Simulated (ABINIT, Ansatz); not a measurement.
## Cs2H6Pt (Fm-3m): G0W0 on several meshes in ABINIT

How does the mesh move the gap of Cs2H6Pt (Fm-3m)?

Main program and level: ABINIT 10.8.3; LDA and many-body steps on it, plane waves.

### Step 1. The structure

It takes space group Fm-3m (No. 225, cubic). Conventional cell: a = 8.972 Å, b = 8.972 Å, c = 8.972 Å, α = 90.00°, β = 90.00°, γ = 90.00°. Nearest to Cs lie 12 H at 3.23 Å. Nearest to H lie 1 Pt at 1.64 Å and 4 H at 2.32 Å and 4 Cs at 3.23 Å. Pt has 6 H at 1.64 Å nearest. Farther neighbours are not listed.

As a file:

```cif
data_structure
_symmetry_space_group_name_H-M 'P 1'
_symmetry_Int_Tables_number 1
_cell_length_a 6.3444
_cell_length_b 6.3444
_cell_length_c 6.3444
_cell_angle_alpha 60.000
_cell_angle_beta 60.000
_cell_angle_gamma 60.000
_cell_volume 180.58
loop_
_atom_site_label
_atom_site_type_symbol
_atom_site_fract_x
_atom_site_fract_y
_atom_site_fract_z
_atom_site_occupancy
Cs1 Cs 0.75000 0.75000 0.75000 1
Cs2 Cs 0.25000 0.25000 0.25000 1
H3 H 0.81686 0.81686 0.18314 1
H4 H 0.18314 0.81686 0.18314 1
H5 H 0.81686 0.18314 0.18314 1
H6 H 0.18314 0.18314 0.81686 1
H7 H 0.81686 0.18314 0.81686 1
H8 H 0.18314 0.81686 0.81686 1
Pt9 Pt 0.00000 0.00000 0.00000 1
```

The cell and positions are those that the Materials Project relaxed with its own functionals (PBE, PBE+U or r2SCAN), kept fixed. Spin-orbit coupling is left out unless a step names it.

### Step 2. Empty states on the mesh, 2×2×2 mesh, 344 bands

This step: ABINIT 10.8.3; DFT, LDA, plane waves, norm-conserving pseudopotentials.

The sums over transitions need many empty states on a uniform mesh; this step solves for them.

Contents of run.abi:

```
acell 3*1.0 Angstrom
rprim 
  0.000000000000 4.486174700000 4.486174700000
  4.486174700000 0.000000000000 4.486174700000
  4.486174700000 4.486174700000 0.000000000000
ntypat 3
znucl 55 1 78
natom 9
typat 1 1 2 2 2 2 2 2 3
xred 
  0.750000000000 0.750000000000 0.750000000000
  0.250000000000 0.250000000000 0.250000000000
  0.816861770000 0.816861770000 0.183138230000
  0.183138230000 0.816861770000 0.183138230000
  0.816861770000 0.183138230000 0.183138230000
  0.183138230000 0.183138230000 0.816861770000
  0.816861770000 0.183138230000 0.816861770000
  0.183138230000 0.816861770000 0.816861770000
  0.000000000000 0.000000000000 0.000000000000
pp_dirpath "pseudos"
pseudos "Cs.upf, H.upf, Pt.upf"
ecut 34
ngkpt 2 2 2
nshiftk 1
shiftk 0 0 0
kptopt 1
chksymbreak 0
iscf -2
irdden 1
istwfk *1
nband 344
nbdbuf 30
tolwfr 1e-09
nstep 60
prtvol 0
indata_prefix "in"
outdata_prefix "out"
tmpdata_prefix "tmp"
```

Started as:

```console
OMP_NUM_THREADS=1 mpirun -n 4 abinit run.abi > log
```

Numbers of over 12 decimals in the logs are rounded to 6 here.

The program printed:

```text
.Version 10.8.3 of ABINIT. v10.8.2 released Aug 2026.

 Symmetries : space group Fm -3 m (#225); Bravais cF (face-center cubic)
[... echo of the input left out ...]
== DATASET  1 ==================================================================
-   mpi_nproc: 4, omp_nthreads: 1 (-1 if OMP is not activated)
-    --> not optimal distribution: autoparal keyword recommended in input file <--

--- !DatasetInfo
iteration_state: {dtset: 1, }
dimensions: {natom: 9, nkpt: 3, mband: 344, nsppol: 1, nspinor: 1, nspden: 1, mpw: 11618, }
cutoff_energies: {ecut:  34.0, pawecutdg:  -1.0, }
[...]
2.84080    2.87096    2.87097    2.87099    2.88528    2.88529    2.88541    2.88743
   2.88753    2.88763    2.88836    2.89186    2.89206    2.89328    2.91243    2.91958
 prteigrs : prtvol=0 or 1, do not print more k-points.

== END DATASET(S) ==============================================================
================================================================================

 -outvars: echo values of variables after computation  --------
            nband         344
             nkpt           3
          spgroup         225
 [... the other variables as echoed above ...]

 Calculation completed.
```

It took 5.6 min on 4 MPI ranks of Arm Neoverse V1, shared host; peak memory 0.58 GiB; 22 min of CPU time.

This step gave:

* gap: 3.620 eV
* k of the valence top: 0.5, 0.5, 0
* k of the conduction bottom: 0.5, 0.5, 0
* least direct gap: 3.620 eV
* k points computed: 3
* lowest point of the top converged band, above the valence top: 73.8253 eV

On this mesh the gap is 3.620 eV.

The density comes from a self-consistent run that is not shown.

### Step 3. Screening, 2×2×2 mesh, 140 bands, screening to 114.3 eV

The RPA dielectric matrix is built and inverted for each q.

This step: RPA screening on LDA, plane waves, norm-conserving pseudopotentials.

Edit run.abi of step 2 so:

```diff
@@ -27,10 +27,11 @@
 chksymbreak 0
-iscf -2
-irdden 1
 istwfk *1
-nband 344
-nbdbuf 30
-tolwfr 1e-09
-nstep 60
-prtvol 0
+occopt 1
+irdwfk 1
+optdriver 3
+nband 140
+ecuteps 4.2
+inclvkb 2
+awtr 1
+symchi 1
 indata_prefix "in"
```

The program printed:

```text
.Version 10.8.3 of ABINIT. v10.8.2 released Aug 2026.

 Symmetries : space group Fm -3 m (#225); Bravais cF (face-center cubic)
[... echo of the input left out ...]
== DATASET  1 ==================================================================
-   mpi_nproc: 4, omp_nthreads: 1 (-1 if OMP is not activated)

--- !DatasetInfo
iteration_state: {dtset: 1, }
dimensions: {natom: 9, nkpt: 3, mband: 140, nsppol: 1, nspinor: 1, nspden: 1, mpw: 11618, }
cutoff_energies: {ecut:  34.0, pawecutdg:  -1.0, }
electrons: {nelect:   4.20000000E+01, charge:   0.00000000E+00, occopt:   1.00000000E+00, tsmear:   1.00000000E-02, }

 SCREENING: Calculation of the susceptibility and dielectric matrices

 Based on a program developped by R.W. Godby, V. Olevano, G. Onida, and L. Reining.
 Incorporated in ABINIT by V. Olevano, G.-M. Rignanese, and M. Torrent.
.Using double precision arithmetic ; gwpc =  8

[... cell and pseudopotentials left out ...]
--------------------------------------------------------------------------------

 ==== K-mesh for the wavefunctions ====
 Number of points in the irreducible wedge :     3
[... list of points left out ...]
 Together with 48 symmetry operations and time-reversal symmetry
 yields     8 points in the full Brillouin Zone.

 ==== Q-mesh for the screening function ====
 Number of points in the irreducible wedge :     3
[... list of points left out ...]
 Together with 48 symmetry operations and time-reversal symmetry
 yields     8 points in the full Brillouin Zone.

 setmesh: FFT mesh size selected  =    45x   45x   45
          total number of points  =        91125

 vcoul_init : cutoff-mode = AUXILIARY_FUNCTION
 q-points for optical limit:   1
     1)      0.000010    0.000020    0.000030

- screening: taking advantage of time-reversal symmetry
- Maximum band index for partially occupied states nbvw = 21
- Remaining bands to be divided among processors   nbcw = 119
- Number of bands treated by each node ~29

 Number of electrons calculated from density =   42.0000; Expected =   42.0000
 average of density, n =  0.034466
 r_s =    1.9062
 omega_plasma =   17.9082 [eV]

 calculating chi0 at frequencies [eV] :
  1    0.000000E+00    0.000000E+00
  2    0.000000E+00    1.790823E+01

--------------------------------------------------------------------------------
  q-point number  1        q = ( 0.000000, 0.000000, 0.000000) [r.l.u.]
--------------------------------------------------------------------------------
[... chi0 elements left out ...]
 For q-point:  0.000010 0.000020 0.000030
  dielectric constant =   2.7677
  dielectric constant without local fields =   3.5872

  Average fulfillment of the sum rule on Im[epsilon] for q-point    1 :     65.26  [%]
[... wings left out ...]
  q-point number  2        q = ( 0.500000, 0.000000, 0.000000) [r.l.u.]
--------------------------------------------------------------------------------
[... chi0 elements left out ...]
  Average fulfillment of the sum rule on Im[epsilon] for q-point    2 :     72.78  [%]

 [... 1 further q-points ...]
```

Elapsed: 42 s, on 4 MPI ranks; peak memory 2.2 GiB.

Numbers from this step:

| Property | Result |
| --- | --- |
| ε∞ with local fields, on this mesh, along the program's q direction | 2.768 |
| the same without local fields | 3.587 |
| plasma frequency | 17.91 eV |
| plane waves in the screening matrix | 531 |

Local fields lower ε∞ by 23 %. On a Γ-centred mesh this coarse the value itself is usually too large, while a short band sum pulls it down.

### Step 4. 2×2×2

The self-energy is evaluated for the states that the input lists, and the levels follow from it, in one-shot runs by the linearised quasiparticle equation.

This step: G0W0 on LDA, plane waves, norm-conserving pseudopotentials.

Edit run.abi of step 3 so:

```diff
@@ -30,8 +30,17 @@
 irdwfk 1
-optdriver 3
+optdriver 4
 nband 140
+gwcalctyp 0
+ecutsigx 34
+symsigma 1
+nkptgw 2
+kptgw 
+  0.5000000000 0.5000000000 0.0000000000
+  0.0000000000 0.0000000000 0.0000000000
+bdgw 
+  20 23
+  19 24
 ecuteps 4.2
-inclvkb 2
-awtr 1
-symchi 1
+irdscr 1
+ppmodel 1
 indata_prefix "in"
```

The program printed:

```text
.Version 10.8.3 of ABINIT. v10.8.2 released Aug 2026.

 Symmetries : space group Fm -3 m (#225); Bravais cF (face-center cubic)
[... echo of the input left out ...]
== DATASET  1 ==================================================================
-   mpi_nproc: 4, omp_nthreads: 1 (-1 if OMP is not activated)

--- !DatasetInfo
iteration_state: {dtset: 1, }
dimensions: {natom: 9, nkpt: 3, mband: 140, nsppol: 1, nspinor: 1, nspden: 1, mpw: 11618, }
cutoff_energies: {ecut:  34.0, pawecutdg:  -1.0, }
electrons: {nelect:   4.20000000E+01, charge:   0.00000000E+00, occopt:   1.00000000E+00, tsmear:   1.00000000E-02, }

 SIGMA: Calculation of the GW corrections

 Based on a program developped by R.W. Godby, V. Olevano, G. Onida, and L. Reining.
 Incorporated in ABINIT by V. Olevano, G.-M. Rignanese, and M. Torrent.
.Using double precision arithmetic ; gwpc =  8

[... cell and pseudopotentials left out ...]
--------------------------------------------------------------------------------

 ==== K-mesh for the wavefunctions ====
 Number of points in the irreducible wedge :     3
[... list of points left out ...]
 Together with 48 symmetry operations and time-reversal symmetry
 yields     8 points in the full Brillouin Zone.

 ==== Q-mesh for screening function ====
 Number of points in the irreducible wedge :     3
[... list of points left out ...]
 Together with 48 symmetry operations and time-reversal symmetry
 yields     8 points in the full Brillouin Zone.

 vcoul_init : cutoff-mode = AUXILIARY_FUNCTION
 q-points for optical limit:   1
     1)      0.000010    0.000020    0.000030
 setmesh: FFT mesh size selected  =    64x   64x   64
          total number of points  =       262144

 Number of electrons calculated from density =   42.0000; Expected =   42.0000
 average of density, n =  0.034466
 r_s =    1.9062
 omega_plasma =   17.9082 [eV]

 === KS Band Gaps ===
  >>>> For spin  1
   Minimum direct gap =   3.6197 [eV], located at k-point      :   0.5000  0.5000  0.0000
   Fundamental gap    =   3.6197 [eV], Top of valence bands at :   0.5000  0.5000  0.0000
                                       Bottom of conduction at :   0.5000  0.5000  0.0000
 SIGMA fundamental parameters:
 PLASMON POLE MODEL  1
 number of plane-waves for SigmaX                11575
 number of plane-waves for SigmaC and W            531
 number of plane-waves for wavefunctions         11575
 number of bands                                   140
 number of independent spin polarizations            1
 number of spinorial components                      1
 number of k-points in IBZ                           3
 number of q-points in IBZ                           3
 number of symmetry operations                      48
 number of k-points in BZ                            8
 number of q-points in BZ                            8
 number of frequencies for dSigma/dE                 9
 frequency step for dSigma/dE [eV]                0.25
 number of omega for Sigma on real axis              0
 max omega for Sigma on real axis  [eV]           0.00
 zcut for avoiding poles [eV]                     0.10

 EPSILON^-1 parameters (SCR file):
 dimension of the eps^-1 matrix on file            531
 dimension of the eps^-1 matrix used               531
 number of plane-waves for wavefunctions         11575
 number of bands                                   140
 number of q-points in IBZ                           3
 number of frequencies                               2
 number of real frequencies                          1
 number of imag frequencies                          1

 matrix elements of self-energy operator (all in [eV])

 Perturbative Calculation

--- !SelfEnergy_ee
iteration_state: {dtset: 1, }
kpoint     : [   0.500,    0.500,    0.000, ]
spin       : 1
KS_gap     :    3.620
QP_gap     :    5.728
Delta_QP_KS:    2.108
data: !SigmaeeData |
     Band     E0 <VxcDFT>   SigX SigC(E0)      Z dSigC/dE  Sig(E)    E-E0       E
       20   0.336 -11.632 -14.548   1.844   0.814  -0.229 -12.504  -0.873  -0.536
       21   0.336 -11.632 -14.548   1.844   0.814  -0.229 -12.504  -0.873  -0.536
       22   3.956  -8.855  -5.241  -2.169   0.855  -0.170  -7.620   1.235   5.191
       23   5.729  -8.392  -4.051  -2.682   0.857  -0.166  -6.969   1.422   7.151

--- !SelfEnergy_ee
iteration_state: {dtset: 1, }
kpoint     : [   0.000,    0.000,    0.000, ]
spin       : 1
KS_gap     :    4.672
QP_gap     :    6.687
Delta_QP_KS:    2.016
data: !SigmaeeData |
     Band     E0 <VxcDFT>   SigX SigC(E0)      Z dSigC/dE  Sig(E)    E-E0       E
       19  -0.196 -10.896 -13.856   1.848   0.812  -0.232 -11.798  -0.902  -1.098
       20  -0.196 -10.896 -13.856   1.848   0.812  -0.232 -11.798  -0.902  -1.098
       21  -0.196 -10.896 -13.856   1.848   0.812  -0.232 -11.798  -0.902  -1.098
       22   4.475  -6.657  -2.750  -2.619   0.865  -0.156  -5.543   1.114   5.589
       23   4.998 -10.532  -6.242  -2.392   0.847  -0.180  -8.924   1.609   6.606
       24   4.998 -10.532  -6.242  -2.392   0.847  -0.180  -8.924   1.609   6.606

== END DATASET(S) ==============================================================
================================================================================

 -outvars: echo values of variables after computation  --------
           etotal      0.0000000000E+00
            nband         140
             nkpt           3
          spgroup         225
 [... the other variables as echoed above ...]

 Calculation completed.
```

The job ended after 22 s (4 MPI ranks; peak memory 1.6 GiB).

Numbers from this step:

```
G0W0 gap on the points computed              : 5.727 eV
starting gap on the mesh                     : 3.620 eV
k of the valence top                         : 0.5, 0.5, 0
k of the conduction bottom                   : 0.5, 0.5, 0
Z at the valence top                         : 0.814
Z at the conduction bottom                   : 0.855
least direct G0W0 gap on the computed points : 5.727 eV
```

The gap on the mesh goes from 3.62 eV to 5.73 eV, a correction of +2.11 eV.

### Step 5. Empty states on the mesh, 4×4×4 mesh, 154 bands

This step: DFT, LDA, plane waves, norm-conserving pseudopotentials.

Edit run.abi of step 4 so:

```diff
@@ -22,3 +22,3 @@
 ecut 34
-ngkpt 2 2 2
+ngkpt 4 4 4
 nshiftk 1
@@ -27,20 +27,10 @@
 chksymbreak 0
+iscf -2
+irdden 1
 istwfk *1
-occopt 1
-irdwfk 1
-optdriver 4
-nband 140
-gwcalctyp 0
-ecutsigx 34
-symsigma 1
-nkptgw 2
-kptgw 
-  0.5000000000 0.5000000000 0.0000000000
-  0.0000000000 0.0000000000 0.0000000000
-bdgw 
-  20 23
-  19 24
-ecuteps 4.2
-irdscr 1
-ppmodel 1
+nband 154
+nbdbuf 14
+tolwfr 1e-09
+nstep 60
+prtvol 0
 indata_prefix "in"
```

The program printed:

```text
.Version 10.8.3 of ABINIT. v10.8.2 released Aug 2026.

 Symmetries : space group Fm -3 m (#225); Bravais cF (face-center cubic)
[... echo of the input left out ...]
== DATASET  1 ==================================================================
-   mpi_nproc: 4, omp_nthreads: 1 (-1 if OMP is not activated)

--- !DatasetInfo
iteration_state: {dtset: 1, }
dimensions: {natom: 9, nkpt: 8, mband: 154, nsppol: 1, nspinor: 1, nspden: 1, mpw: 11618, }
cutoff_energies: {ecut:  34.0, pawecutdg:  -1.0, }
[...]
1.42968    1.44861    1.44861    1.46371    1.46371    1.46371    1.49060    1.49060
   1.49061    1.49350    1.49350    1.49350    1.52184    1.52489    1.52489    1.52492
   1.52810    1.52813
 prteigrs : prtvol=0 or 1, do not print more k-points.

== END DATASET(S) ==============================================================
================================================================================

 -outvars: echo values of variables after computation  --------
            nband         154
             nkpt           8
          spgroup         225
 [... the other variables as echoed above ...]

 Calculation completed.
```

Run time: 3.2 min. Hardware: 4 MPI ranks; peak memory 0.65 GiB; 13 min of CPU time.

Numbers from this step:

* gap: 3.620 eV
* k of the valence top: 0.5, 0.5, 0
* k of the conduction bottom: 0.5, 0.5, 0
* least direct gap: 3.620 eV
* k points computed: 8
* lowest point of the top converged band, above the valence top: 38.42 eV

On this mesh the gap is 3.620 eV.

### Step 6. Screening, 4×4×4 mesh, 140 bands, screening to 114.3 eV

This step: RPA screening on LDA, plane waves, norm-conserving pseudopotentials.

Edit run.abi of step 5 so:

```diff
@@ -27,10 +27,11 @@
 chksymbreak 0
-iscf -2
-irdden 1
 istwfk *1
-nband 154
-nbdbuf 14
-tolwfr 1e-09
-nstep 60
-prtvol 0
+occopt 1
+irdwfk 1
+optdriver 3
+nband 140
+ecuteps 4.2
+inclvkb 2
+awtr 1
+symchi 1
 indata_prefix "in"
```

The program printed:

```text
.Version 10.8.3 of ABINIT. v10.8.2 released Aug 2026.

 Symmetries : space group Fm -3 m (#225); Bravais cF (face-center cubic)
[... echo of the input left out ...]
== DATASET  1 ==================================================================
-   mpi_nproc: 4, omp_nthreads: 1 (-1 if OMP is not activated)

--- !DatasetInfo
iteration_state: {dtset: 1, }
dimensions: {natom: 9, nkpt: 8, mband: 140, nsppol: 1, nspinor: 1, nspden: 1, mpw: 11618, }
cutoff_energies: {ecut:  34.0, pawecutdg:  -1.0, }
electrons: {nelect:   4.20000000E+01, charge:   0.00000000E+00, occopt:   1.00000000E+00, tsmear:   1.00000000E-02, }

 SCREENING: Calculation of the susceptibility and dielectric matrices

 Based on a program developped by R.W. Godby, V. Olevano, G. Onida, and L. Reining.
 Incorporated in ABINIT by V. Olevano, G.-M. Rignanese, and M. Torrent.
.Using double precision arithmetic ; gwpc =  8

[... cell and pseudopotentials left out ...]
--------------------------------------------------------------------------------

 ==== K-mesh for the wavefunctions ====
 Number of points in the irreducible wedge :     8
[... list of points left out ...]
 Together with 48 symmetry operations and time-reversal symmetry
 yields    64 points in the full Brillouin Zone.

 ==== Q-mesh for the screening function ====
 Number of points in the irreducible wedge :     8
[... list of points left out ...]
 Together with 48 symmetry operations and time-reversal symmetry
 yields    64 points in the full Brillouin Zone.

 setmesh: FFT mesh size selected  =    45x   45x   45
          total number of points  =        91125

 vcoul_init : cutoff-mode = AUXILIARY_FUNCTION
 q-points for optical limit:   1
     1)      0.000010    0.000020    0.000030

- screening: taking advantage of time-reversal symmetry
- Maximum band index for partially occupied states nbvw = 21
- Remaining bands to be divided among processors   nbcw = 119
- Number of bands treated by each node ~29

 Number of electrons calculated from density =   42.0000; Expected =   42.0000
 average of density, n =  0.034466
 r_s =    1.9062
 omega_plasma =   17.9082 [eV]

 calculating chi0 at frequencies [eV] :
  1    0.000000E+00    0.000000E+00
  2    0.000000E+00    1.790823E+01

--------------------------------------------------------------------------------
  q-point number  1        q = ( 0.000000, 0.000000, 0.000000) [r.l.u.]
--------------------------------------------------------------------------------
[... chi0 elements left out ...]
 For q-point:  0.000010 0.000020 0.000030
  dielectric constant =   2.6767
  dielectric constant without local fields =   3.4887

  Average fulfillment of the sum rule on Im[epsilon] for q-point    1 :     65.31  [%]
[... wings left out ...]
  q-point number  2        q = ( 0.250000, 0.000000, 0.000000) [r.l.u.]
--------------------------------------------------------------------------------
[... chi0 elements left out ...]
  Average fulfillment of the sum rule on Im[epsilon] for q-point    2 :     79.04  [%]

 [... 6 further q-points ...]
```

The job ended after 6 min (4 MPI ranks; peak memory 3.8 GiB; 24 min of CPU time).

This step gave:

| Quantity | Value |
| --- | --- |
| ε∞ with local fields, on this mesh, along the program's q direction | 2.677 |
| the same without local fields | 3.489 |
| plasma frequency | 17.91 eV |
| plane waves in the screening matrix | 531 |

[end of part 1 of 2]

[Paths, hosts, dates, memory and timing lines, banners, echoed tables and standing remarks are left out of the program output.]

[Logs are printed without paths, hosts, clocks, repeated set-up lines and the standing remarks that a program may print on its own settings, such as how far it seeks lower states.]

[Runs of the session that timed out or met a known fault of the program may be left out.]

[No measured gap is set beside runs whose start may be inverted or whose files or cutoffs have a known fault.]

[Hosts, paths, dates, database ids (printed as entryN), source tags and the programs' standing remarks are cut or masked in the printed files.]

[G0W0 gaps are taken among the corrected bands and points alone; a level outside them can change the order at an edge.]

[Where Ansatz stands beside ABINIT at settings called matched, ABINIT's density can come from a denser mesh and the files from another edition; pairs whose starting gaps differed by over 0.03 eV were left out, so agreement reads better than it is.]
